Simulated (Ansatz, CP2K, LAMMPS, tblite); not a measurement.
# CP2K on liquid dimethyl carbonate at 320 K (84 atoms): settings against a plane-wave reference, part 2 of 3

How do the settings of CP2K change the result for liquid dimethyl carbonate at 320 K (84 atoms)? A plane-wave run serves as the yardstick.

Program: CP2K 2026.2; the method stands at each step. Banners and routine set-up lines are dropped from the logs; longer cuts are marked.

So far. Step 2 (PBE, DZVP-MOLOPT-SR, 600/50 Ry, OT DIIS): Forces lie 14 % from the reference's, at 15 times its CPU time. Step 3 (GFN1-xTB, OT DIIS): Against the first run (14 %), the force difference from the reference is 36 %, at 0.0066 times the CPU time (on 1 against 4 cores) (20 SCF steps against 36); the model has changed, so this is no error of the program alone.

## Step 4: PBE, SZV-MOLOPT-SR, 600/50 Ry, OT DIIS

Method: Kohn-Sham DFT, PBE, GTH-PBE pseudopotentials, Gaussian and plane waves, SZV-MOLOPT-SR-GTH, orbital transformation.

Contents of input.inp:

```
&GLOBAL
  PROJECT cell
  RUN_TYPE ENERGY_FORCE
  PRINT_LEVEL LOW
&END GLOBAL
&FORCE_EVAL
  METHOD QS
  STRESS_TENSOR ANALYTICAL
  &DFT
    BASIS_SET_FILE_NAME BASIS_MOLOPT
    POTENTIAL_FILE_NAME GTH_POTENTIALS
    &MGRID
      CUTOFF 600
      REL_CUTOFF 50
      NGRIDS 5
    &END MGRID
    &QS
      EPS_DEFAULT 1.0E-12
    &END QS
    &SCF
      SCF_GUESS ATOMIC
      EPS_SCF 1.0E-06
      MAX_SCF 30
      &OT
        MINIMIZER DIIS
        PRECONDITIONER FULL_ALL
        ENERGY_GAP 0.001
      &END OT
      &OUTER_SCF
        EPS_SCF 1.0E-06
        MAX_SCF 8
      &END OUTER_SCF
      &PRINT
        &RESTART OFF
        &END RESTART
      &END PRINT
    &END SCF
    &XC
      &XC_FUNCTIONAL PBE
      &END XC_FUNCTIONAL
    &END XC
    &PRINT
      &MULLIKEN ON
      &END MULLIKEN
      &HIRSHFELD ON
        SHAPE_FUNCTION DENSITY
      &END HIRSHFELD
      &MO_CUBES
        NHOMO 1
        NLUMO 4
        WRITE_CUBE F
      &END MO_CUBES
    &END PRINT
  &END DFT
  &SUBSYS
    &CELL
      A 9.92798 0.00000 0.00000
      B 0.00000 9.92798 0.00000
      C 0.00000 0.00000 9.92798
    &END CELL
    &COORD
      SCALED
      C 0.09860 0.34757 0.16240
      O 0.07235 0.34607 0.29710
      C 0.96497 0.42804 0.33500
      O 0.89441 0.48519 0.25489
      O 0.96424 0.44346 0.47023
      C 0.87486 0.55332 0.51202
      H 0.08696 0.44839 0.11569
      H 0.19093 0.29823 0.12971
      H 0.01884 0.29047 0.11005
      H 0.77926 0.53358 0.46580
      H 0.91544 0.64950 0.48444
      H 0.86451 0.55463 0.61648
      C 0.01521 0.82840 0.72049
      O 0.13393 0.73934 0.71522
      C 0.15266 0.67373 0.83407
      O 0.08425 0.69216 0.93504
      O 0.27218 0.60084 0.83317
      C 0.31076 0.53973 0.95551
      H 0.92124 0.77337 0.73318
      H 0.02750 0.89846 0.80331
[... 60 atom lines left out ...]
      H 0.30797 0.99872 0.49693
      H 0.99507 0.33528 0.82811
      H 0.97660 0.17512 0.77824
      H 0.94396 0.29461 0.65423
    &END COORD
    &KIND C
      BASIS_SET SZV-MOLOPT-SR-GTH-q4
      POTENTIAL GTH-PBE-q4
    &END KIND
    &KIND O
      BASIS_SET SZV-MOLOPT-SR-GTH-q6
      POTENTIAL GTH-PBE-q6
    &END KIND
    &KIND H
      BASIS_SET SZV-MOLOPT-SR-GTH-q1
      POTENTIAL GTH-PBE-q1
    &END KIND
  &END SUBSYS
  &PRINT
    &FORCES ON
    &END FORCES
    &STRESS_TENSOR ON
    &END STRESS_TENSOR
  &END PRINT
&END FORCE_EVAL
```

Started as:

```
> OMP_NUM_THREADS=1 cp2k.psmp -i input.inp > output.txt
```

Standard output:

```text
CP2K| version string:                                       CP2K version 2026.2
 CP2K| Input file name                                                 input.inp
 GLOBAL| Basis set file name                                        BASIS_MOLOPT
 GLOBAL| Potential file name                                      GTH_POTENTIALS
 GLOBAL| Run type                                                   ENERGY_FORCE
 GLOBAL| Total number of message passing processes                             1
 GLOBAL| Number of threads for this process                                    1
[... lines left out ...]
 Number of electrons:                                                        252
[... lines left out ...]
  Step     Update method      Time    Convergence         Total energy    Change
[... lines left out ...]
  Total energy:                                              -478.313811
[... lines left out ...]
  Step     Update method      Time    Convergence         Total energy    Change
[... lines left out ...]
  *** SCF run converged in    27 steps ***
[... lines left out ...]
  Total energy:                                              -478.766370
[... lines left out ...]
  outer SCF loop converged in   2 iterations or   57 steps
[... lines left out ...]
 Fermi Energy [eV] :   -1.761355
  Using OT eigensolver for additional unoccupied orbitals spin            1
  Lowest Eigenvalues of the unoccupied subspace spin            1
 OT| Eigensolver reached convergence in 67 iterations
       0.12038957      0.12411040      0.13291338      0.13400063
 HOMO - LUMO gap [eV] :    5.037322
 ENERGY| Total FORCE_EVAL ( QS ) energy [hartree]           -478.766370
 FORCES| Atomic forces [hartree/bohr]
 FORCES|   Atom     x               y               z               |f|
 FORCES|      1 -1.09925645E-02 -2.74721181E-03 -1.65443583E-01   1.65831127E-01
 FORCES|      2  2.67980313E-02 -2.91055500E-02  1.27622049E-01   1.33613827E-01
 FORCES|      3  9.25894028E-02 -6.50583188E-02  5.15326347E-02   1.24342249E-01
[...]
FORCES|     83 -1.10532807E-02 -3.75227318E-02  9.49107670E-03   4.02518441E-02
 FORCES|     84  1.05498559E-02  2.82552143E-03  1.98836250E-02   2.26857131E-02
 FORCES| Sum     1.84482169E-03  1.20472184E-03 -1.55412002E-03
 FORCES| Total atomic force                                       2.69629576E-03
 STRESS| Analytical stress tensor [bar]
 STRESS|                        x                   y                   z
 STRESS|      x        1.49962564360E+05  -3.15232224774E+04  -3.75023143496E+04
 STRESS|      y       -3.15232224774E+04   1.24841435895E+05  -4.38373688031E+03
 STRESS|      z       -3.75023143496E+04  -4.38373688031E+03   1.63612108757E+05
 STRESS| 1/3 Trace                                             1.46138703004E+05
```

It took 6 min on 1 thread of Arm Neoverse V1, shared host; peak memory 1.3 GiB.

Against the reference:

```
r.m.s. force component                           : 2.521 eV/Å
r.m.s. difference of force components            : 2188 meV/Å
longest difference of force vectors              : 10150 meV/Å
force difference over r.m.s. force               : 225.1 %
slope of forces against the reference's          : 1.33
correlation of force components                  : 0.5129
gap (highest filled to lowest empty level) : 5.037 eV
gap difference                                   : -0.4121 eV
pressure                                         : 14.61 GPa
pressure difference                              : 13.41 GPa
```

This is a coarse setting, run to see what it loses.

Against the first run (14 %), the force difference from the reference is 225 %, at 0.77 times the CPU time (on 1 against 4 cores) (57 SCF steps against 36), with 210 basis functions against 756: the smaller basis costs accuracy.

## Step 5: PBE, DZVP-MOLOPT-SR, 840/50 Ry, OT DIIS

Method: Kohn-Sham DFT, PBE, GTH-PBE pseudopotentials, Gaussian and plane waves, DZVP-MOLOPT-SR-GTH, orbital transformation.

Changes to input.inp since step 4:

```diff
@@ -12,3 +12,3 @@
     &MGRID
-      CUTOFF 600
+      CUTOFF 840
       REL_CUTOFF 50
@@ -61,3 +61,2 @@
     &COORD
-      SCALED
 [... 84 atom lines left out: the same atoms as in the first run ...]
@@ -65,3 +64,3 @@
     &KIND C
-      BASIS_SET SZV-MOLOPT-SR-GTH-q4
+      BASIS_SET DZVP-MOLOPT-SR-GTH-q4
       POTENTIAL GTH-PBE-q4
@@ -69,3 +68,3 @@
     &KIND O
-      BASIS_SET SZV-MOLOPT-SR-GTH-q6
+      BASIS_SET DZVP-MOLOPT-SR-GTH-q6
       POTENTIAL GTH-PBE-q6
@@ -73,3 +72,3 @@
     &KIND H
-      BASIS_SET SZV-MOLOPT-SR-GTH-q1
+      BASIS_SET DZVP-MOLOPT-SR-GTH-q1
       POTENTIAL GTH-PBE-q1
```

Started as:

```
> OMP_NUM_THREADS=1 mpirun -np 4 cp2k.psmp -i input.inp > output.txt
```

Standard output:

```text
CP2K| version string:                                       CP2K version 2026.2
 CP2K| Input file name                                                 input.inp
 GLOBAL| Basis set file name                                        BASIS_MOLOPT
 GLOBAL| Potential file name                                      GTH_POTENTIALS
 GLOBAL| Run type                                                   ENERGY_FORCE
 GLOBAL| Total number of message passing processes                             4
 GLOBAL| Number of threads for this process                                    1
 TOTAL NUMBERS AND MAXIMUM NUMBERS
  Total number of            - Atomic kinds:                                   3
                             - Atoms:                                         84
[... lines left out ...]
 Number of electrons:                                                        252
[... lines left out ...]
  Step     Update method      Time    Convergence         Total energy    Change
[... lines left out ...]
  Total energy:                                              -480.834070
[... lines left out ...]
  Step     Update method      Time    Convergence         Total energy    Change
[... lines left out ...]
  *** SCF run converged in     6 steps ***
[... lines left out ...]
  Total energy:                                              -480.834519
[... lines left out ...]
  outer SCF loop converged in   2 iterations or   36 steps
[... lines left out ...]
  Total Charge                                                           -0.000
 !-----------------------------------------------------------------------------!
  Eigenvalues of the occupied subspace spin            1
      -0.91430342     -0.90705895     -0.90624418     -0.90234069
      -0.90134563     -0.89675068     -0.88518091     -0.83869162
      -0.83173604     -0.82327009     -0.82216366     -0.82151527
[...]
-0.09709025     -0.09566398     -0.09365630     -0.09295315
      -0.08914809     -0.08594552
 Fermi Energy [eV] :   -2.338697
  Using OT eigensolver for additional unoccupied orbitals spin            1
  Lowest Eigenvalues of the unoccupied subspace spin            1
 OT| Eigensolver reached convergence in 277 iterations
       0.12337772      0.12534213      0.13197421      0.13469083
 HOMO - LUMO gap [eV] :    5.695975
 ENERGY| Total FORCE_EVAL ( QS ) energy [hartree]           -480.834519
 FORCES| Atomic forces [hartree/bohr]
 FORCES|   Atom     x               y               z               |f|
 FORCES|      1 -2.60101076E-02  1.57151393E-03 -7.41482320E-02   7.85936108E-02
 FORCES|      2 -1.19536798E-02  1.01998534E-02  6.91684424E-02   7.09309586E-02
 FORCES|      3  4.07592721E-02 -9.24106258E-03  3.29297032E-03   4.19232532E-02
[...]
FORCES|     83 -1.02624012E-02 -3.28323246E-02  9.23254834E-03   3.56162655E-02
 FORCES|     84  6.15355932E-03  3.05629836E-03  1.46125422E-02   1.61472488E-02
 FORCES| Sum    -2.29973973E-04  3.81843436E-05  2.15058484E-04
 FORCES| Total atomic force                                       3.17169078E-04
 STRESS| Analytical stress tensor [bar]
 STRESS|                        x                   y                   z
 STRESS|      x        2.47038236332E+04   1.11795616826E+03  -2.17395709450E+03
 STRESS|      y        1.11795616826E+03   1.43144599361E+04  -9.49235432490E+02
 STRESS|      z       -2.17395709450E+03  -9.49235432490E+02   1.91949416331E+04
 STRESS| 1/3 Trace                                             1.94044084008E+04
```

Run time: 2.5 min. Hardware: 4 MPI ranks; peak memory 3.3 GiB; 9.8 min of CPU time.

Compared with the plane-wave run:

```yaml
r_m_s_force_component: 1.018 eV/Å
r_m_s_difference_of_force_components: 133.1 meV/Å
longest_difference_of_force_vectors: 542.8 meV/Å
force_difference_over_r_m_s_force: 13.69 %
slope_of_forces_against_the_reference_s: 1.04
correlation_of_force_components: 0.9921
spacing_of_highest_filled_and_lowest_empty_level: 5.696 eV
gap_difference: 0.2466 eV
pressure: 1.94 GPa
pressure_difference: 0.7373 GPa
energy_less_the_same_level_run_s: 0.0763 meV/atom
r_m_s_force_difference_from_the_same_level_run: 23.4 meV/Å
```

Against the first run (14 %), the force difference from the reference is 14 %, at 1.2 times the CPU time: the change moves forces by 23 meV/Å r.m.s., so most of the difference comes from elsewhere.

## Step 6: PBE, DZVP-MOLOPT-SR, 600/20 Ry, OT DIIS

Method: Kohn-Sham DFT, PBE, GTH-PBE pseudopotentials, Gaussian and plane waves, DZVP-MOLOPT-SR-GTH, orbital transformation.

Changes to input.inp since step 5:

```diff
@@ -12,4 +12,4 @@
     &MGRID
-      CUTOFF 840
-      REL_CUTOFF 50
+      CUTOFF 600
+      REL_CUTOFF 20
       NGRIDS 5
@@ -61,2 +61,3 @@
     &COORD
+      SCALED
 [... 84 atom lines left out: the same atoms as in the first run ...]
```

Standard output:

```text
CP2K| version string:                                       CP2K version 2026.2
 CP2K| Input file name                                                 input.inp
 GLOBAL| Basis set file name                                        BASIS_MOLOPT
 GLOBAL| Potential file name                                      GTH_POTENTIALS
 GLOBAL| Run type                                                   ENERGY_FORCE
 GLOBAL| Total number of message passing processes                             4
 GLOBAL| Number of threads for this process                                    1
[... lines left out ...]
 Number of electrons:                                                        252
[... lines left out ...]
  Step     Update method      Time    Convergence         Total energy    Change
[... lines left out ...]
  Total energy:                                              -480.845886
[... lines left out ...]
  Step     Update method      Time    Convergence         Total energy    Change
[... lines left out ...]
  *** SCF run converged in     6 steps ***
[... lines left out ...]
  Total energy:                                              -480.846334
[... lines left out ...]
  outer SCF loop converged in   2 iterations or   36 steps
[... lines left out ...]
 Fermi Energy [eV] :   -2.344858
  Using OT eigensolver for additional unoccupied orbitals spin            1
  Lowest Eigenvalues of the unoccupied subspace spin            1
 OT| Eigensolver reached convergence in 283 iterations
       0.12294959      0.12497181      0.13177791      0.13446582
 HOMO - LUMO gap [eV] :    5.690486
 ENERGY| Total FORCE_EVAL ( QS ) energy [hartree]           -480.846334
 FORCES| Atomic forces [hartree/bohr]
 FORCES|   Atom     x               y               z               |f|
 FORCES|      1 -2.60083667E-02  1.70234388E-03 -7.42454413E-02   7.86874746E-02
 FORCES|      2 -9.40947071E-03  1.21429091E-02  6.78491035E-02   6.95664375E-02
 FORCES|      3  4.07180471E-02 -9.37251811E-03  3.41119597E-03   4.19218286E-02
[...]
FORCES|     83 -1.02720148E-02 -3.29326328E-02  9.21987442E-03   3.57082438E-02
 FORCES|     84  6.19075843E-03  3.07592030E-03  1.47497519E-02   1.62893203E-02
 FORCES| Sum     1.25242267E-02  6.43387956E-03 -1.00362613E-02
 FORCES| Total atomic force                                       1.72909688E-02
 STRESS| Analytical stress tensor [bar]
 STRESS|                        x                   y                   z
 STRESS|      x        2.71907944067E+04   1.14018524269E+03  -2.18290525897E+03
 STRESS|      y        1.14018524269E+03   1.75319889590E+04  -9.67969003553E+02
 STRESS|      z       -2.18290525897E+03  -9.67969003553E+02   2.12596836921E+04
 STRESS| 1/3 Trace                                             2.19941556859E+04
```

It took 65 s on 4 MPI ranks; peak memory 2.3 GiB; 4.4 min of CPU time.

Compared with the plane-wave run:

```yaml
r_m_s_force_component: 1.015 eV/Å
r_m_s_difference_of_force_components: 146.8 meV/Å
longest_difference_of_force_vectors: 780.7 meV/Å
force_difference_over_r_m_s_force: 15.1 %
slope_of_forces_against_the_reference_s: 1.034
correlation_of_force_components: 0.99
spacing_of_highest_filled_and_lowest_empty_level: 5.691 eV
gap_difference: 0.2411 eV
pressure: 2.199 GPa
pressure_difference: 0.9963 GPa
energy_less_the_same_level_run_s: -3.751 meV/atom
r_m_s_force_difference_from_the_same_level_run: 43.21 meV/Å
```

This is a coarse setting, run to see what it loses.

Against the first run (14 %), the force difference from the reference is 15 %, at 0.55 times the CPU time: the grid matters here.

The forces add up to 0.89 eV/Å instead of zero, usually a sign of too coarse a grid.

## Step 7: PBE, DZVP-MOLOPT-SR, 600/50 Ry, SIGN filter 1e-05, SCF 1e-06

Method: Kohn-Sham DFT, PBE, GTH-PBE pseudopotentials, Gaussian and plane waves, DZVP-MOLOPT-SR-GTH, linear-scaling purification of the density matrix.

Changes to input.inp since step 6:

```diff
@@ -13,3 +13,3 @@
       CUTOFF 600
-      REL_CUTOFF 20
+      REL_CUTOFF 50
       NGRIDS 5
@@ -17,22 +17,14 @@
     &QS
-      EPS_DEFAULT 1.0E-12
+      EPS_DEFAULT 1.0E-10
+      LS_SCF T
     &END QS
-    &SCF
-      SCF_GUESS ATOMIC
+    &LS_SCF
+      PURIFICATION_METHOD SIGN
+      EPS_FILTER 1.0E-05
       EPS_SCF 1.0E-06
-      MAX_SCF 30
-      &OT
-        MINIMIZER DIIS
-        PRECONDITIONER FULL_ALL
-        ENERGY_GAP 0.001
-      &END OT
-      &OUTER_SCF
-        EPS_SCF 1.0E-06
-        MAX_SCF 8
-      &END OUTER_SCF
-      &PRINT
-        &RESTART OFF
-        &END RESTART
-      &END PRINT
-    &END SCF
+      MAX_SCF 60
+      S_PRECONDITIONER ATOMIC
+      MIXING_FRACTION 0.45
+      REPORT_ALL_SPARSITIES F
+    &END LS_SCF
     &XC
@@ -44,10 +36,2 @@
       &END MULLIKEN
-      &HIRSHFELD ON
-        SHAPE_FUNCTION DENSITY
-      &END HIRSHFELD
-      &MO_CUBES
-        NHOMO 1
-        NLUMO 4
-        WRITE_CUBE F
-      &END MO_CUBES
     &END PRINT
```

Standard output:

```text
CP2K| version string:                                       CP2K version 2026.2
 CP2K| Input file name                                                 input.inp
 GLOBAL| Basis set file name                                        BASIS_MOLOPT
 GLOBAL| Potential file name                                      GTH_POTENTIALS
 GLOBAL| Run type                                                   ENERGY_FORCE
 GLOBAL| Total number of message passing processes                             4
 GLOBAL| Number of threads for this process                                    1
 TOTAL NUMBERS AND MAXIMUM NUMBERS
  Total number of            - Atomic kinds:                                   3
                             - Atoms:                                         84
[... lines left out ...]
 Re-scaling the density matrix to get the right number of electrons
[... lines left out ...]
 Density matrix:  iter, mu, trace error:  1  -0.100000000    -0.000036599
[... lines left out ...]
 Density matrix:  iter, mu, trace error:  1  -0.100000000   -13.000022225
 Density matrix:  iter, mu, trace error:  2  -0.090000000    -7.000079767
[... lines left out ...]
 Density matrix:  iter, mu, trace error:  1  -0.030000000    -0.000181159
[... lines left out ...]
 Density matrix:  iter, mu, trace error:  1  -0.030000000    -0.000136621
[... lines left out ...]
 SCF run converged in    17 steps.
 !-----------------------------------------------------------------------------!
                     Mulliken Population Analysis
 #  Atom  Element  Kind  Atomic population                           Net charge
       1     C        1          4.142409                             -0.142409
       2     O        2          6.110138                             -0.110138
       3     C        1          3.731553                              0.268447
[...]
83     H        3          0.928800                              0.071200
      84     H        3          0.916031                              0.083969
 # Total charge                            251.998524                  0.001476
 !-----------------------------------------------------------------------------!
 ENERGY| Total FORCE_EVAL ( QS ) energy [hartree]           -480.833508
 FORCES| Atomic forces [hartree/bohr]
 FORCES|   Atom     x               y               z               |f|
 FORCES|      1 -2.56885469E-02  1.58208446E-03 -7.29797271E-02   7.73850438E-02
 FORCES|      2 -1.20745447E-02  1.19279025E-02  6.90576969E-02   7.11128328E-02
 FORCES|      3  4.41695747E-02 -1.18283188E-02  7.81978910E-03   4.63897570E-02
[...]
FORCES|     83 -1.07421542E-02 -3.38952873E-02  9.67960557E-03   3.68507686E-02
 FORCES|     84  5.73476317E-03  3.17275646E-03  1.42558232E-02   1.56902004E-02
 FORCES| Sum     2.11218253E-03  2.01127317E-03 -1.72145057E-03
 FORCES| Total atomic force                                       3.38672805E-03
 STRESS| Analytical stress tensor [bar]
 STRESS|                        x                   y                   z
 STRESS|      x        2.43899130963E+04   1.16059006444E+03  -2.08439408344E+03
 STRESS|      y        1.16059006444E+03   1.45325818827E+04  -6.90083113733E+02
 STRESS|      z       -2.08439408344E+03  -6.90083113733E+02   1.79671160520E+04
 STRESS| 1/3 Trace                                             1.89632036770E+04
```

Run time: 84 s. Hardware: 4 MPI ranks; peak memory 2.2 GiB; 5.6 min of CPU time.

Against the reference:

```yaml
r_m_s_force_component: 1.019 eV/Å
r_m_s_difference_of_force_components: 172.6 meV/Å
longest_difference_of_force_vectors: 888.6 meV/Å
force_difference_over_r_m_s_force: 17.76 %
slope_of_forces_against_the_reference_s: 1.034
correlation_of_force_components: 0.9861
pressure: 1.896 GPa
pressure_difference: 0.6932 GPa
energy_less_the_same_level_run_s: 0.404 meV/atom
r_m_s_force_difference_from_the_same_level_run: 98.71 meV/Å
```

Against the first run (14 %), the force difference from the reference is 18 %, at 0.71 times the CPU time (17 SCF steps against 36).

(Continued in part 3 of 3.)

[Long decimals in the printed logs are rounded to 6 places.]

[Also dropped from logs without a mark: lines with file paths, logging warnings of Python, QE's lines on negative density and diagonalisation, SIESTA's first energy breakdown, zero terms and Voronoi charges.]

[Logs are printed without paths, hosts, clocks, repeated set-up lines and the standing remarks that a program may print on its own settings, such as how far it seeks lower states.]

[Hosts, paths, dates, database ids (printed as entryN), source tags and the programs' standing remarks are cut or masked in the printed files.]

[Most failed runs of this program on this cell are left out, timed-out ones always.]
